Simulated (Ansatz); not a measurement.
# KSrBr3 (built on the sites of a database entry of CsPbBr3): a soft mode frozen in

Aim: this structure of KSrBr3 (built on the sites of a database entry of CsPbBr3) is to be tested for unstable modes, and one is followed downhill.

Main program and level: Ansatz 0.2.0; DFT PBEsol, scalar-relativistic, plane waves, PseudoDojo norm-conserving pseudopotentials.

Report form: the programs' logs are mostly left out.

The structure was built from a prototype and need not be the compound's stable phase.

### 1. Set-up

It takes space group Pm-3m (No. 221, cubic). The conventional cell has a = 5.873 Å, b = 5.873 Å, c = 5.873 Å, α = 90.00°, β = 90.00°, γ = 90.00°. K has 12 Br at 4.15 Å nearest. Sr has 6 Br at 2.94 Å nearest. Nearest to Br lie 2 Sr at 2.94 Å and 4 K at 4.15 Å. Farther neighbours and most contacts between anions are not listed.

Structure file:

```cif
data_structure
_symmetry_space_group_name_H-M 'Pm-3m'
_symmetry_Int_Tables_number 221
_cell_length_a 5.8733
_cell_length_b 5.8733
_cell_length_c 5.8733
_cell_angle_alpha 90.000
_cell_angle_beta 90.000
_cell_angle_gamma 90.000
_cell_volume 202.61
loop_
_atom_site_label
_atom_site_type_symbol
_atom_site_symmetry_multiplicity
_atom_site_Wyckoff_symbol
_atom_site_fract_x
_atom_site_fract_y
_atom_site_fract_z
_atom_site_occupancy
K1 K 1 a 0.00000 0.00000 0.00000 1
Sr1 Sr 1 b 0.50000 0.50000 0.50000 1
Br1 Br 3 c 0.00000 0.50000 0.50000 1
```

### 2. Phonons on a q mesh

The cell comes from relaxations at this level that are not shown. Stability and thermal properties need the whole zone. Linear response on a 2×2×2 q mesh gives force constants as far as a supercell of that size would, and the tensors from the zone-centre run are typed in so that the long-range dipole term is interpolated apart.

Input file input.yaml:

```yaml
crystal:
  lattice:
    - [5.8733190708, 0.0, 0.0]
    - [0.0, 5.8733190708, 0.0]
    - [0.0, 0.0, 5.8733190708]
  atoms:
    - { symbol: K, position: [0.0, 0.0, 0.0] }
    - { symbol: Sr, position: [0.5, 0.5, 0.5] }
    - { symbol: Br, position: [0.0, 0.5, 0.5] }
    - { symbol: Br, position: [0.5, 0.0, 0.5] }
    - { symbol: Br, position: [0.5, 0.5, 0.0] }
kpoints:
  mp_grid: { grid: [4, 4, 4] }
hamiltonian:
  xc: pbesol
  pseudopotentials: { kind: nc, accuracy: standard }
scf:
  occupations: { method: fixed }
output:
  eigenvalues: true
phonons:
  method: dfpt
  qmesh: [2, 2, 2]
  temperatures: { t_max: 1000, t_step: 50 }
  qpath:
    path:
      - [[0.0, 0.0, 0.0], [0.0, 0.5, 0.0], [0.5, 0.5, 0.0], [0.0, 0.0, 0.0], [0.5, 0.5, 0.5], [0.0, 0.5, 0.0]]
      - [[0.5, 0.5, 0.5], [0.5, 0.5, 0.0]]
    npoints: 10
  non_analytic_term:
    high_frequency_dielectric_tensor: [[2.7386, 0.0, 0.0], [0.0, 2.7386, 0.0], [0.0, 0.0, 2.7386]]
    born_effective_charges:
      - { species: K, tensor: [[1.314, 0.0, 0.0], [0.0, 1.314, 0.0], [0.0, 0.0, 1.314]] }
      - { species: Sr, tensor: [[2.4104, 0.0, 0.0], [0.0, 2.4104, 0.0], [0.0, 0.0, 2.4104]] }
      - { species: Br, tensor: [[-2.0009, 0.0, 0.0], [0.0, -0.8617, 0.0], [0.0, 0.0, -0.8617]] }
      - { species: Br, tensor: [[-0.8617, 0.0, 0.0], [0.0, -2.0009, 0.0], [0.0, 0.0, -0.8617]] }
      - { species: Br, tensor: [[-0.8617, 0.0, 0.0], [0.0, -0.8617, 0.0], [0.0, 0.0, -2.0009]] }
    source: "zone-centre run at this cell"
```

Started as:

```
> ansatz run input.yaml --threads 8 --pin off --max-ram 14336MiB --backend cpu --events-out ev --progress --plain --runs-dir out
```

The job ended after 4.4 min (8 threads of Arm Neoverse N1, shared host; peak memory 2.6 GiB).

This step gave:

```
gap on the k-mesh                                       : 3.725 eV
volume per atom                                         : 40.52 Å³
sum-rule residual before enforcement                    : 1.92e-4 eV/Å²
lowest frequency on the path                            : -55.50 cm⁻¹
point group                                             : m-3m
highest frequency on the path or at a solved wavevector : 208.9 cm⁻¹
highest optical mode at the zone centre (no LO-TO term) : 180.3 cm⁻¹
lowest optical zone-centre mode                         : -55.5 cm⁻¹
lowest mode on the q mesh (acoustic modes at Γ apart)   : -55.5 cm⁻¹
```

Frequencies (cm⁻¹) solved at each irreducible wavevector; negative means imaginary. Frequencies by wavevector, by row:

```tsv
q in reciprocal lattice units	star	mode 1	mode 2	mode 3	mode 4	mode 13	mode 14	mode 15
0 0 0	1	-55.5	-55.5	-55.5	-20.9	180.3	180.3	180.3
0 0 -0.5	3	-50.8	-50.8	-20.6	-20.6	163.1	180.3	180.3
0 -0.5 -0.5	3	-51.7	-51.7	-42.1	-41.8	149.1	165.9	180.2
-0.5 -0.5 -0.5	1	-54.3	-54.3	-54.3	-42.3	147.1	147.1	169.3
```

Interpolated from a 2×2×2 q mesh, with the LO-TO term (at Γ the limit along the path; where Γ stands inside the path, tables give the limit on arrival). The phonon branches at the labelled points (cm⁻¹):

```tsv
point	branch 1	branch 2	branch 3	branch 4	branch 12	branch 13	branch 14	branch 15
Γ	-56	-56	-21	-21	59	180	180	209
halfway	-53	-53	-19	-19	95	180	180	196
X	-51	-51	-21	-21	149	163	180	180
halfway	-52	-47	-38	-33	149	154	180	182
M	-52	-52	-42	-42	149	149	166	180
halfway	-52	-50	-30	-29	96	170	180	195
Γ	-56	-56	-21	-21	59	180	180	209
halfway	-52	-52	-32	-30	98	171	171	194
R	-54	-54	-54	-42	147	147	147	169
halfway	-52	-50	-44	-35	148	152	172	185
X	-51	-51	-21	-21	149	163	180	180
jump to R	-54	-54	-54	-42	147	147	147	169
halfway	-52	-52	-49	-42	148	148	159	180
M	-52	-52	-42	-42	149	149	166	180
```

Symmetry leaves 4 wavevectors to solve. The lowest mode among them, the acoustic zeros apart, lies at Γ and is imaginary, 55.5i cm⁻¹, so the energy falls along it.

### 3. The mode frozen in, largest atomic shift 0 Å

The mode followed lies at q = (-0.5, -0.5, -0.5) with frequency 54.3i cm⁻¹ and is 3-fold degenerate, one of the unstable modes though not the softest. At small amplitude the distorted cell has space group no. 166 by a symmetry search on the positions. The undistorted cell that holds it gives the zero of energy on the same k mesh.

System of this step: KSrBr3 (built on the sites of a database entry of CsPbBr3). The structure is cubic, space group Pm-3m (No. 221). The conventional cell has a = 5.873 Å, b = 5.873 Å, c = 5.873 Å, α = 90.00°, β = 90.00°, γ = 90.00°. Nearest to K lie 12 Br at 4.15 Å. Nearest to Sr lie 6 Br at 2.94 Å. Nearest to Br lie 2 Sr at 2.94 Å and 4 K at 4.15 Å. Farther neighbours and most contacts between anions are not listed.

Input file input.yaml:

```yaml
crystal:
  lattice:
    - [5.8733190708, 5.8733190708, 0.0]
    - [5.8733190708, 0.0, 5.8733190708]
    - [5.8733190708, 0.0, -5.8733190708]
  atoms:
    - { symbol: K, position: [0.0, 0.0, 0.0] }
    - { symbol: K, position: [0.0, 0.5, 0.5] }
    - { symbol: Sr, position: [0.5, 0.25, 0.75] }
    - { symbol: Sr, position: [0.5, 0.75, 0.25] }
    - { symbol: Br, position: [0.5, 0.0, 0.5] }
    - { symbol: Br, position: [0.5, 0.5, 0.0] }
    - { symbol: Br, position: [0.0, 0.5, 0.0] }
    - { symbol: Br, position: [0.0, 0.0, 0.5] }
    - { symbol: Br, position: [0.5, 0.0, 0.0] }
    - { symbol: Br, position: [0.5, 0.5, 0.5] }
kpoints:
  mp_grid: { grid: [4, 4, 4] }
hamiltonian:
  xc: pbesol
  pseudopotentials: { kind: nc, accuracy: standard }
scf:
  occupations: { method: gaussian, width: 0.02 }
output:
  forces: true
  stress: true
  eigenvalues: true
```

Wall time 13 s (8 threads); peak memory 3.1 GiB; 86 s of CPU time.

Numbers from this step:

```
pressure                         : 0.003067 GPa
gap on the k-mesh                : 3.726 eV
energy from the undistorted cell : 0 meV/atom
```

At this level the gap is 3.73 eV on the k-mesh of the self-consistent run, which can miss the band edges.

### 4. The mode frozen in, largest atomic shift 0.6 Å

The atoms are moved along the unstable eigenvector, the largest shift by 0.6 Å, with the cell fixed.

input.yaml, the sections that differ from step 3:

```yaml
crystal:
  lattice:
    - [5.8733190708, 5.8733190708, 0.0]
    - [5.8733190708, 0.0, 5.8733190708]
    - [5.8733190708, 0.0, -5.8733190708]
  atoms:
    - { symbol: K, position: [-0.0589803069, 0.0294901535, 0.0884704604] }
    - { symbol: K, position: [0.0589803069, 0.4705098465, 0.4115295396] }
    - { symbol: Sr, position: [0.5, 0.25, 0.75] }
    - { symbol: Sr, position: [0.5, 0.75, 0.25] }
    - { symbol: Br, position: [0.5147568825, 0.0, 0.4852431175] }
    - { symbol: Br, position: [0.4852431175, 0.5, 0.0147568825] }
    - { symbol: Br, position: [0.0, 0.5, 0.0147568825] }
    - { symbol: Br, position: [0.0, 0.0, 0.4852431175] }
    - { symbol: Br, position: [0.4852431175, 0.0147568825, 0.0147568825] }
    - { symbol: Br, position: [0.5147568825, 0.4852431175, 0.4852431175] }
# kpoints, hamiltonian, scf, output: as in step 3
```

Wall time 19 s (8 threads); peak memory 3.5 GiB; 2.4 min of CPU time.

Numbers from this step:

* pressure: 0.2129 GPa
* gap on the k-mesh: 3.854 eV
* energy from the undistorted cell: -14.81 meV/atom

The energy, extrapolated to zero smearing, is -14.81 meV/atom against the undistorted cell.

The run ends at a pressure of 0.21 GPa, with forces up to 0.13 eV/Å.

### 5. Energy along the mode, all amplitudes (two of the runs are shown above)

An imaginary frequency means negative curvature, so the energy should fall and then rise again as anharmonic terms take over.

This step gave:

```
depth at the lowest point sampled  : 14.81 meV/atom
largest atomic shift at that point : 0.6 Å
```

Energy from the parent against largest atomic shift:

```tsv
largest atomic shift (Å)	energy from the parent (meV/atom)
0.000	0
0.040	-0.085
0.080	-0.339
0.140	-1.03
0.220	-2.50
0.320	-5.12
0.450	-9.45
0.600	-14.8
```

Displacement at unit largest shift by atom:

```tsv
atom	x (Å)	y (Å)	z (Å)	size
K1	0.577	-0.577	-0.577	0.999
K2	-0.577	0.577	0.577	0.999
Sr3	0.000	0.000	0.000	0.000
Sr4	0.000	0.000	0.000	0.000
Br5	0.000	0.144	0.144	0.204
Br6	0.000	-0.144	-0.144	0.204
Br7	0.144	0.000	-0.144	0.204
Br8	-0.144	0.000	0.144	0.204
Br9	0.144	-0.144	0.000	0.204
Br10	-0.144	0.144	0.000	0.204
```

The lowest of the steps tried is the last one, at 0.6 Å, 14.8 meV/atom below the parent; the bottom of the well need not coincide with a step.

### 6. Relaxing from the distorted cell

Starting from the lowest point found, all atoms and the cell are let go, so that strain and other modes of the same symmetry can join in.

input.yaml, as its differences from that of step 4:

```diff
@@ -22,3 +22,3 @@
 scf:
-  occupations: { method: gaussian, width: 0.02 }
+  occupations: { method: fixed }
 output:
@@ -27 +27,6 @@
   eigenvalues: true
+relax:
+  adjacent_minimum: "off"
+  f_tol: 0.002
+  max_steps: 120
+  cell: { stress_tol: 0.03 }
```

Wall time 2.6 min (8 threads); peak memory 3.6 GiB; 20 min of CPU time.

Step by step:

```tsv
step	energy less that of the first step (eV)	largest force component (eV/Å)	pressure (GPa)	volume (Å³)
1	0.0000	0.0761	0.21	405.21
2	-0.0309	0.0798	-0.01	410.95
3	-0.0827	0.0175	0.12	413.66
4	-0.0836	0.0369	-0.01	419.44
5	-0.0897	0.0158	-0.02	417.79
6	-0.0899	0.0077	0.00	417.30
7	-0.0899	0.0006	0.00	417.32
8*	-0.0903	0.0006	0.00	417.32
```

Relaxation steps marked * repeat the geometry before them on a plane-wave basis chosen anew for their cell, so energy and pressure can jump there.

The run keeps the 12 symmetry operations that it works with, so distortions that break them were not tested.

```tsv
conventional cell, symmetrised	before	after	change
a (Å)	8.306	8.226	-1.0 %
b (Å)	8.306	8.226	-1.0 %
c (Å)	20.346	21.362	+5.0 %
volume (Å³/atom)	40.52	41.73	+3.0 %
```

The atoms that moved most (Å, as changes of fractional coordinates times the final cell):

```tsv
atom	dx	dy	dz	length
K2	-0.203	0.203	0.203	0.351
K1	0.203	-0.203	-0.203	0.351
Br8	-0.040	0.000	0.040	0.057
Br7	0.040	0.000	-0.040	0.057
Br9	0.040	-0.040	0.000	0.057
Br10	-0.040	0.040	0.000	0.057
Br6	0.000	-0.040	-0.040	0.057
Br5	0.000	0.040	0.040	0.057
```

Final coordinates:

```cif
data_structure
_symmetry_space_group_name_H-M 'P 1'
_symmetry_Int_Tables_number 1
_cell_length_a 8.2264
_cell_length_b 8.2264
_cell_length_c 8.5592
_cell_angle_alpha 90.000
_cell_angle_beta 61.278
_cell_angle_gamma 60.000
_cell_volume 417.32
loop_
_atom_site_label
_atom_site_type_symbol
_atom_site_fract_x
_atom_site_fract_y
_atom_site_fract_z
_atom_site_occupancy
K1 K 0.90817 0.04591 0.13774 1
K2 K 0.09183 0.45409 0.36226 1
Sr3 Sr 0.50000 0.25000 0.75000 1
Sr4 Sr 0.50000 0.75000 0.25000 1
Br5 Br 0.52141 0.00015 0.47874 1
Br6 Br 0.47859 0.49985 0.02126 1
Br7 Br 0.00029 0.49985 0.02126 1
Br8 Br 0.99971 0.00015 0.47874 1
Br9 Br 0.47859 0.02155 0.02126 1
Br10 Br 0.52141 0.47845 0.47874 1
```

This step gave:

```yaml
pressure: 0.001252 GPa
gap_on_the_k_mesh: 3.956 eV
volume_per_atom: 41.73 Å³
```

The distorted start has space group R-3m; the relaxation ends in R-3m.

### 7. What came out

```yaml
unstable_mode_of_the_parent: q = (-0.5, -0.5, -0.5), 54i cm⁻¹
depth_at_the_lowest_point_sampled: 14.8 meV/atom
largest_atomic_shift_at_that_point: 0.6 Å
space_group_reached_within_0p01_a: R-3m
energy_gained_over_the_parent_first_relaxation_on_the_mesh_of_the_frozen_mode: 23.8 meV/atom
volume_per_atom_phase_reached: 41.7 Å³
gap_on_the_k_mesh_phase_reached: 3.96 eV
```

In words: Along this mode the structure falls into R-3m, 23.8 meV/atom below the parent. At the parent's cell the well is 14.81 meV/atom deep on the steps tried, with its lowest point at a shift of 0.6 Å. That is the last step tried, so the steps alone don't bracket the bottom of the well. Relaxing atoms and cell changes the gain by +9.02 meV/atom against the lowest step (energies at zero smearing). The modes of the phase reached were not computed on this path. Of the 6 patterns followed to their end from this parent, this one ends 53.1 meV/atom above the lowest, Imma. Another end point lies within 1 meV/atom; how such a difference moves with mesh and cutoff was not tested. Each path keeps the symmetry of its pattern, so a lower phase may lie along a pattern not tried. The starting cell was built on a prototype and not taken from a measurement, so the phase need not exist.

[Logs are printed without paths, hosts, clocks, repeated set-up lines and the standing remarks that a program may print on its own settings, such as how far it seeks lower states.]

[Hosts, paths, dates, database ids (printed as entryN), source tags and the programs' standing remarks are cut or masked in the printed files.]
